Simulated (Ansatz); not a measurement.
# A failed many-body run on TiO2 (Anatase)

What is wrong with this input for TiO2 (Anatase)?

Main program and level: Ansatz 0.2.0; G0W0 on PBE, plane waves, PAW.

## (1) Starting point

The structure is tetragonal, space group I4_1/amd (No. 141). The conventional cell has a = 3.784 Å, b = 3.784 Å, c = 9.515 Å, α = 90.00°, β = 90.00°, γ = 90.00°. Nearest to Ti lie 6 O at 1.93 to 1.98 Å. Nearest to O lie 3 Ti at 1.93 to 1.98 Å. Farther neighbours and most contacts between anions are not listed.

The cell and positions come from the Crystallography Open Database and are kept as given unless a step says otherwise. The default PAW set here is soft_2. Its files were made with PBE.

## (2) First try

input.yaml

```yaml
crystal:
  lattice:
    - [-1.8921, 1.8921, 4.7573]
    - [1.8921, -1.8921, 4.7573]
    - [1.8921, 1.8921, -4.7573]
  atoms:
    - { symbol: Ti, position: [0.0, 0.0, 0.0] }
    - { symbol: Ti, position: [0.75, 0.25, 0.5] }
    - { symbol: O, position: [0.2081, 0.2081, 0.0] }
    - { symbol: O, position: [0.9581, 0.4581, 0.5] }
    - { symbol: O, position: [0.5419, 0.0419, 0.5] }
    - { symbol: O, position: [0.7919, 0.7919, 0.0] }
kpoints:
  mp_grid: { grid: [1, 1, 1] }
hamiltonian:
  xc: pbe
scf:
  occupations: { method: fixed }
gw:
  n_empty_bands: 110
  ecut_chi: 80
  qp_bands: [v2, c2]
  qp_kpoints: band_edges
  screening: { model: contour_deformation }
```

Run with:

```sh
$ ansatz run input.yaml --threads 3 --pin off --max-ram 64512MiB --backend cuda --events-out ev --progress --plain --runs-dir out --devices 1 --max-vram 24GiB  # rebuilt from the run's record
```

Numbers of over 12 decimals in the logs are rounded to 6 here.

Output:

```text
GPUs: using 1 of 1 available (devices: 1).
Engine: ansatz 0.2.0, x86_64-unknown-linux-gnu
Pseudopotentials: kind: paw
Pseudopotential: Ti, paw, valence charge 12, recommended cutoff 420 eV (normal), Ti.paw.azcp
Pseudopotential: O, paw, valence charge 6, recommended cutoff 420 eV (normal), O.paw.azcp
Functional definition: PBE
  parameter kappa = 0.804
  parameter beta = 0.066725
  exchange = pbe_x(kappa = kappa, mu = beta*pi^2/3)
  correlation = pbe_c(beta = beta)
device memory: the entry about to start is reckoned to put 0.8 GiB on a device that reports 66.2 GiB free (of which the cap on the GPU budget leaves the run 24.0 GiB)
GPU FFT provider: cuFFT
GPU libraries: cuBLAS 13.8.2, cuFFT 12.4.0, cuSOLVER 12.3.4
Crystal: 6 atoms, lattice volume = 68.125 Å³
Basis set: ecut = 420 eV, 1315 PW (Γ)
Bands: 30, of which v1, the nominal top of the filled ones, is band 24 counted from 1 (23 counted from 0)
Symmetry: 16 space group operations
Space group: I41/amd (ITA 141), of the structure as read, at distance tolerance 4.1e-5 Å
k-points: 1
Non-local potential: Ti, projectors of the file, l = 0: 3, l = 1: 2, l = 2: 3, l = 3: 1
Non-local potential: O, projectors of the file, l = 0: 2, l = 1: 2, l = 2: 1
PAW form: soft (Blöchl's): semilocal exchange-correlation on the pseudo side does not see the compensation charge
PAW one-centre angular grid: Ti, 590 points (default); XC on 64 Gauss nodes
PAW one-centre angular grid: O, 110 points (default); XC on 64 Gauss nodes
Initial density: superposition of atomic densities (neutral atoms: chi_scale 0, normalization atom), corrected by the library's trained network
Initial wavefunctions: pseudopotential atomic-orbital guess
GPU buffer pool allocated for 64000 grid points (all kernels)
GPU transforms: local potential and band sums: pruned to the plane-wave sphere, on 40×40×40
Functional: x = pbe(κ = 0.804, μ = 0.219515), c = pbe(β = 0.066725)
SCF iter   1: F=—  HF=-7268.968825 eV  |F-HF|=—  |Δ(HF+E_count)|=         —  Δρ=6.23e-2  dr2=2.20e0  ethr=1.77e-3  ⟨swp⟩=3.0  Hψ=110  notcnv=0  defer=3
preconditioner: auto → none  [insulator: Δε(μ)=2.611 eV  Ē_g=9.239 eV  n_scr=14 (ndim 8)  ℏωp=25.4 eV  f_vac=0.102  ε∞_Penn≈8.6]
SCF iter   2: F=—  HF=-7269.000528 eV  |F-HF|=—  |Δ(HF+E_count)|=   3.17e-2  Δρ=8.08e-2  dr2=4.24e0  ethr=1.77e-3  ⟨swp⟩=3.0  Hψ=63  notcnv=0  defer=3
SCF iter   3: F=—  HF=-7268.383713 eV  |F-HF|=—  |Δ(HF+E_count)|=   6.17e-1  Δρ=1.74e-2  dr2=1.28e-1  ethr=1.77e-3  ⟨swp⟩=2.0  Hψ=48  notcnv=0  defer=3
SCF iter   4: F=—  HF=-7268.346603 eV  |F-HF|=—  |Δ(HF+E_count)|=   3.71e-2  Δρ=5.04e-3  dr2=5.47e-3  ethr=2.66e-4  ⟨swp⟩=2.0  Hψ=51  notcnv=0  defer=4
SCF iter   5: F=—  HF=-7268.347282 eV  |F-HF|=—  |Δ(HF+E_count)|=   6.79e-4  Δρ=1.29e-3  dr2=3.20e-4  ethr=1.14e-5  ⟨swp⟩=3.0  Hψ=53  notcnv=0  defer=4
SCF iter   6: F=—  HF=-7268.347402 eV  |F-HF|=—  |Δ(HF+E_count)|=   1.19e-4  Δρ=1.65e-4  dr2=7.89e-6  ethr=6.66e-7  ⟨swp⟩=2.0  Hψ=45  notcnv=0  defer=4
SCF iter   7: F=—  HF=-7268.347405 eV  |F-HF|=—  |Δ(HF+E_count)|=   2.81e-6  Δρ=3.17e-5  dr2=4.27e-7  ethr=1.64e-8  ⟨swp⟩=2.0  Hψ=48  notcnv=0  defer=2
SCF iter   8: F=-7268.347405 eV  HF=-7268.347405 eV  |F-HF|=2.34e-8  |Δ(HF+E_count)|=   3.73e-9  Δρ=7.38e-6  dr2=3.15e-8  ethr=2.08e-10  ⟨swp⟩=7.0  Hψ=90  notcnv=0
SCF 1 converged in 8 iterations: F = -7268.347405 eV  dr2 = 3.15e-8
[...]
device memory: the entry about to start is reckoned to put 1.0 GiB on a device that reports 66.2 GiB free (of which the cap on the GPU budget leaves the run 24.0 GiB)
NSCF: frozen V_eff on 1 k-points
[...]
device memory: the entry about to start is reckoned to put 1.3 GiB on a device that reports 66.2 GiB free (of which the cap on the GPU budget leaves the run 24.0 GiB)
NSCF: frozen V_eff on 1 k-points
G₀W₀ screening: q 1/1
G₀W₀ self-energy: k 1/1
device memory: the entry about to start is reckoned to put 0.6 GiB on a device that reports 66.1 GiB free (of which the cap on the GPU budget leaves the run 24.0 GiB)
NSCF: frozen V_eff on 1 k-points
device memory: the entry about to start is reckoned to put 0.6 GiB on a device that reports 66.1 GiB free (of which the cap on the GPU budget leaves the run 24.0 GiB)
NSCF: frozen V_eff on 1 k-points
device memory: the entry about to start is reckoned to put 0.6 GiB on a device that reports 66.1 GiB free (of which the cap on the GPU budget leaves the run 24.0 GiB)
NSCF: frozen V_eff on 1 k-points
device memory: the entry about to start is reckoned to put 0.6 GiB on a device that reports 66.1 GiB free (of which the cap on the GPU budget leaves the run 24.0 GiB)
NSCF: frozen V_eff on 1 k-points
device memory: the entry about to start is reckoned to put 0.6 GiB on a device that reports 66.1 GiB free (of which the cap on the GPU budget leaves the run 24.0 GiB)
NSCF: frozen V_eff on 1 k-points
device memory: the entry about to start is reckoned to put 0.6 GiB on a device that reports 66.1 GiB free (of which the cap on the GPU budget leaves the run 24.0 GiB)
NSCF: frozen V_eff on 1 k-points
device memory: the entry about to start is reckoned to put 0.6 GiB on a device that reports 66.1 GiB free (of which the cap on the GPU budget leaves the run 24.0 GiB)
NSCF: frozen V_eff on 1 k-points
device memory: the entry about to start is reckoned to put 0.6 GiB on a device that reports 66.4 GiB free (of which the cap on the GPU budget leaves the run 24.0 GiB)
NSCF: frozen V_eff on 1 k-points
SCF converged after 8 iterations
Free energy (F): -7268.347405 eV
Harris-Foulkes:  -7268.347405 eV  (|F-HF|=2.34e-8)
Internal energy: -7268.347405 eV  (E = F + TS)
E sigma→0 (E₀):  -7268.347405 eV
Fermi energy:    7.404989 eV
--- Per-component energies (eV) ---
  E_band       = -438.550073
  E_kinetic    = 1257.645770
  E_local      = -3577.742080  (includes V_loc(G=0)·N_el)
  E_nonlocal   = 198.372433
  E_hartree    = 1391.170868
  E_xc         = -491.850892
  E_vxc        = -622.806493  (∫ρ·V_xc dr)
  E_paw        = -2723.758386  (= ΣΔE_a)
  E_vpaw       = -476.368389  (= ΣTr[D̂ρ^β])
  E_aug_tail   = 0.010435  (compensation charges beyond the density's cutoff)
  E_ewald      = -3322.195552
  E_smearing   = -0.000000  (= −TS)
  E_closure    = 0.000000  (closes the sum)
  Σ components = -7268.347405   (vs F -7268.347405, Δ=0.00e0)
--- Band table (eV) ---
  k-point 0: bands = [... 20 lower, 6.9822, 7.0479, 7.4050, 7.4050, 9.0700, 9.7584, 11.2287, 11.2287, ... 2 higher]
--- G₀W₀: contour deformation, 6 samples at zero and on the imaginary axis and 1 off it, 1 q-point, 110 empty bands' worth ---
  eigenvalues of the whole cell's RPA ε∞ on this k-mesh (on a slab, of 1 + 4πα/V) = 5.4778, 53.4023, 53.4023; static W/v taken at q = 0 is -0.004752
  gw.qp_kpoints: band_edges: 1 of 1 stored k-point solved, in 1 pass; an edge of the gap read off the rows below is read off those points alone
    ik  band        ε_KS         Σx   Σc(E_QP)       V_xc       Z   E_QP_lin       E_QP  E_QP is
     0    23      7.4050   -26.8598     6.8441   -20.2685  0.6494     7.6550     7.6578  root
     0    24      7.4050   -26.8598     6.8441   -20.2685  0.6494     7.6550     7.6578  root
     0    25      9.0700   -10.8264    -8.9806   -20.8115  0.6565    10.1489    10.0745  root
     0    26      9.7584   -11.4866    -9.4745   -22.0587  0.6400    10.9546    10.8559  root
```

It took 4.4 s on 1 × NVIDIA H100 80GB HBM3 (shared by 3 runs) with 3 threads of AMD EPYC 7R13 (Zen 3), shared host; peak memory 1 GiB; 4.7 s of CPU time.

In the SCF lines HF is the Harris–Foulkes energy and dr2 the Hartree energy of the density residual, in eV; the loop may stop once dr2 is under the threshold and the program's other checks hold. Hψ counts applications of the Hamiltonian.

**Diagnosis.**

The run ended normally, though the input holds a fault or crude settings.

The fault: G0W0 on a mesh far too coarse. So few points can't sample the density or the screening, and the band edges may lie elsewhere in the zone.

It printed a gap of 2.42 eV, which is an artefact of the settings.

## (3) A better input

Now the one-shot GW correction: screening in the RPA, then the self-energy of the levels asked for.

Changes to input.yaml since step 2:

```diff
@@ -13,3 +13,3 @@
 kpoints:
-  mp_grid: { grid: [1, 1, 1] }
+  mp_grid: { grid: [6, 6, 6] }
 hamiltonian:
@@ -19,4 +19,4 @@
 gw:
-  n_empty_bands: 110
-  ecut_chi: 80
+  n_empty_bands: 250
+  ecut_chi: 138
   qp_bands: [v2, c2]
```

Output:

```text
GPUs: using 1 of 1 available (devices: 1).
[...]
GPU FFT provider: cuFFT
GPU libraries: cuBLAS 13.8.2, cuFFT 12.4.0, cuSOLVER 12.3.4
Crystal: 6 atoms, lattice volume = 68.125 Å³
Basis set: ecut = 420 eV, 1315 PW (Γ)
Bands: 30, of which v1, the nominal top of the filled ones, is band 24 counted from 1 (23 counted from 0)
[... 1 set-up line as in the run before ...]
[...]
k-points: 30 of 216
[...]
GPU buffer pool allocated for 64000 grid points (all kernels)
[...]
SCF iter   1: F=—  HF=-7277.469444 eV  |F-HF|=—  |Δ(HF+E_count)|=         —  Δρ=3.44e-3  dr2=3.18e-3  ethr=1.77e-3  ⟨swp⟩=4.1  Hψ=3412  notcnv=0  defer=78
[...]
SCF iter   6: F=-7277.471112 eV  HF=-7277.471112 eV  |F-HF|=4.60e-9  |Δ(HF+E_count)|=   2.67e-6  Δρ=1.17e-5  dr2=5.25e-8  ethr=2.08e-10  ⟨swp⟩=7.8  Hψ=3764  notcnv=0
SCF 1 converged in 6 iterations: F = -7277.471112 eV  dr2 = 5.25e-8
[...]
0    23      6.8603   -25.3206     4.6777   -20.3244  0.7015     6.5394     6.5417  root
     0    24      6.8603   -25.3206     4.6777   -20.3244  0.7015     6.5394     6.5417  root
     0    25      9.4571   -13.0752    -6.5481   -20.7917  0.7307    10.6520    10.6255  root
     0    26     10.1979   -13.4563    -7.4083   -22.1402  0.7101    11.5140    11.4735  root
     1    23      6.6813   -25.8880     4.6537   -20.8930  0.7112     6.3376     6.3400  root
     1    24      7.0711   -25.7413     4.6284   -20.8004  0.7087     6.7567     6.7587  root
     1    25     10.2981   -13.3669    -7.4557   -22.0988  0.7102    11.6151    11.5742  root
     1    26     10.3998   -14.3012    -6.4679   -21.9275  0.7108    11.5897    11.5583  root
[...]
29    23      7.2097   -26.1440     4.4895   -21.3790  0.7145     6.9327     6.9342  root
    29    24      7.2097   -26.1440     4.4895   -21.3790  0.7145     6.9327     6.9342  root
    29    25      9.8146   -13.2308    -6.9575   -21.4109  0.7213    11.0699    11.0371  root
    29    26      9.8146   -13.2308    -6.9575   -21.4109  0.7213    11.0699    11.0371  root
[key lines of the parts left out:]
SCF converged after 6 iterations
Free energy (F): -7277.471112 eV
Fermi energy:    7.290149 eV
```

Run time: 48 s. Hardware: 1 × NVIDIA H100 80GB HBM3 (shared by 3 runs) with 3 threads; peak memory 1.7 GiB.

This step gave:

```
bands summed                                 : 274
RPA ε∞ on this mesh (eigenvalues)            : 6.020, 6.569, 6.569
plane waves in the screening matrix          : 253
q-points in the mesh                         : 216
G0W0 gap on the mesh                         : 3.614 eV
k of the valence top                         : 0, 0, -0.5
k of the conduction bottom                   : 0, 0, 0
starting gap on the mesh                     : 2.167 eV
Z at the valence top                         : 0.7086
Z at the conduction bottom                   : 0.7307
least direct G0W0 gap on the computed points : 3.946 eV
```

The gap on the mesh goes from 2.17 eV to 3.61 eV, a correction of +1.45 eV. Between the two edge states, bare exchange in place of the xc potential would open the gap by 12.59 eV, and correlation takes back 11.14 eV.

## (4) Outcome

| Property | Result |
| --- | --- |
| first try | converged after 4.4 s |
| better run | G0W0 gap on the mesh 3.61 eV (6×6×6 mesh, 250 empty bands, screening to 138 eV) |

The second run differs in: mesh, empty bands and screening cutoff (eV). Bands and cutoff are finite, so the gap is not at the basis limit. The miss can reach some tenths of an eV and take either sign; the mesh is an error of its own.

[Paths, hosts, dates, memory and timing lines, banners, echoed tables and standing remarks are left out of the program output.]

[Logs are printed without paths, hosts, clocks, repeated set-up lines and the standing remarks that a program may print on its own settings, such as how far it seeks lower states.]

[Runs of the session that timed out or met a known fault of the program may be left out.]

[Cells called generated may have been cut or substituted from an entry of the Crystallography Open Database or the Materials Project.]

[Hosts, paths, dates, database ids (printed as entryN), source tags and the programs' standing remarks are cut or masked in the printed files.]
